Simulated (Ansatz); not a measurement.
In doubt: masses and optical values from hybrid runs of this build are listed as unsure (in some of the runs), which bears on the screening that GW takes from such a start.

Consider SiC (F-43m).

```
Si C
1.0
     0.00000    2.17900    2.17900
     2.17900    0.00000    2.17900
     2.17900    2.17900    0.00000
Si C
1 1
Direct
  0.00000 0.00000 0.00000
  0.25000 0.25000 0.25000
```

The cell and positions come from the Crystallography Open Database and are kept as given unless a step says otherwise.

Gaps computed with Ansatz 0.2.0 without a self-energy: HSE06 2.23 eV.

What gap should G0W0 on HSE06 give (10×10×10 mesh, 185 empty bands, screening to 250 eV, hard PAW files)?

About 2.69 eV: on its mesh the run moves the gap from 2.23 eV by +0.46 eV. Bands and cutoff are finite, so the gap is not at the basis limit. The miss can reach some tenths of an eV and take either sign; the mesh is an error of its own.

[Paths, hosts, dates, memory and timing lines, banners, echoed tables and standing remarks are left out of the program output.]

[Logs are printed without paths, hosts, clocks, repeated set-up lines and the standing remarks that a program may print on its own settings, such as how far it seeks lower states.]

[Runs of the session that timed out or met a known fault of the program may be left out.]

[Cells called generated may have been cut or substituted from an entry of the Crystallography Open Database or the Materials Project.]

[Hosts, paths, dates, database ids (printed as entryN), source tags and the programs' standing remarks are cut or masked in the printed files.]
